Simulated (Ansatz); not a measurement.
# Fitting and testing ρ(T) of VMo2 in the C11b ordering

Wanted: a compact model of ρ(T) for VMo2 in the C11b ordering and a check of it.

The resistivities were computed with Ansatz 0.2.0 (DFT PBE, scalar-relativistic, plane waves, PAW) from the linearised Boltzmann equation with harmonic phonons, on q 3×3×3, k 9×9×9, scattering 16×16×16; the fit below is done by hand on them.

The structure was built from a prototype and need not be the compound's stable phase.

## Step 1: What is given

The structure is tetragonal, space group I4/mmm (No. 139). The conventional cell has a = 3.104 Å, b = 3.104 Å, c = 9.300 Å, α = 90.00°, β = 90.00°, γ = 90.00°. V on site a has 8 Mo at 2.68 Å as nearest neighbours. Mo on site e has 4 V at 2.68 Å and 4 Mo at 2.70 Å as nearest neighbours.

This is the relaxed cell of the run, from steps not shown here.

The mean resistivity of the three axes from 50 to 800 K, with one row held back; the colder rows stay outside the fit and test it at the end:

```tsv
T (K)	ρ (μΩ cm)
50	0.07856
77	0.3820
100	0.8034
150	1.915
200	?
300	5.128
400	7.093
600	10.89
800	14.66
```

The structure is a hand-built model.

## Step 2: The fit

Bloch and Grüneisen's form is ρ(T) = A (T/Θ)⁵ J₅(Θ/T), with J₅(z) the integral of x⁵/((eˣ − 1)(1 − e⁻ˣ)) from 0 to z. It goes as T⁵ far below Θ and as A T/(4Θ) far above. For a trial Θ the best A is the geometric mean of ρ/[(T/Θ)⁵ J₅] over the rows, and the scatter of that ratio measures the fit:

```tsv
Θ (K)	A (μΩ cm)	scatter (%)
254	13.16	44.2
338	20.93	22.5
380	25.90	11.3
422	31.76	1.1
464	38.61	10.8
528	51.28	27.0
632	78.74	51.4
```

The scatter is least at Θ = 422 K, with A = 31.76 μΩ cm (1.1 % r.m.s.).

```tsv
T (K)	computed	fit
50	0.07856	0.07855
77	0.3820	0.3880
100	0.8034	0.8035
150	1.915	1.874
300	5.128	5.067
400	7.093	7.079
600	10.89	10.98
800	14.66	14.82
```

## Step 3: Prediction and check

At T = 200 K, Θ/T = 2.110, J₅ = 3.909 and (T/Θ)⁵ = 0.02391, so the fit gives 2.968 μΩ cm. The computed value is 3.036 μΩ cm: the fit is off by -2.24 %. Outside its range, at 20 K, it gives 9.4e-4 against 0.00117 μΩ cm computed, 0.81 times that; at that temperature the run's own test moves by 8 % between meshes in the component that moves most. Among the rows used, the largest miss is -2.1 %, at 150 K.

## Step 4: What the two numbers mean

Θ = 422 K is 1.49 times ħω_log/k_B (283 K) and 0.99 of the highest phonon frequency (427 K). The high-temperature slope of the fit, A/(4Θ), is 0.0188 μΩ cm/K. The same slope from the run's transport coupling and plasma energy, 2π k_B λ_tr/(ħ ε₀ ω_p²) with λ_tr = 0.242, 0.242, 0.244 (xx, yy, zz) and ħω_p = 7.18, 7.18, 6.78 (xx, yy, zz) eV, is 0.0197 μΩ cm/K in the mean of the axes, +4.9 % from it. For comparison, the computed rows rise by 0.0189 μΩ cm/K between the two hottest.

## Step 5: Outcome

```yaml
theta: 422 K
a: 31.76 μΩ cm
scatter_of_the_fit: 1.1 %
held_back_row_at_200_k_fit_against_computed: 2.968 against 3.036 μΩ cm
```

In words: Two numbers, Θ = 422 K and A = 31.8 μΩ cm, hold the computed ρ(T) from 50 to 800 K within 1.14 % r.m.s. and predict the held-back row within 2.24 %. At 20 K, outside the rows fitted, it gives 0.81 times the computed value. By the run's own test the resistivity at 300 K moves by 5 % between its two finest scattering meshes, in the component that moves most. The mean hides an anisotropy: at 300 K the components are 4.93, 4.93, 5.51 (xx, yy, zz) μΩ cm. The fit describes the calculation: impurities, thermal expansion, changes of phase and anharmonicity are in neither.

[Logs are printed without paths, hosts, clocks, repeated set-up lines and the standing remarks that a program may print on its own settings, such as how far it seeks lower states.]

[Hosts, paths, dates, database ids (printed as entryN), source tags and the programs' standing remarks are cut or masked in the printed files.]
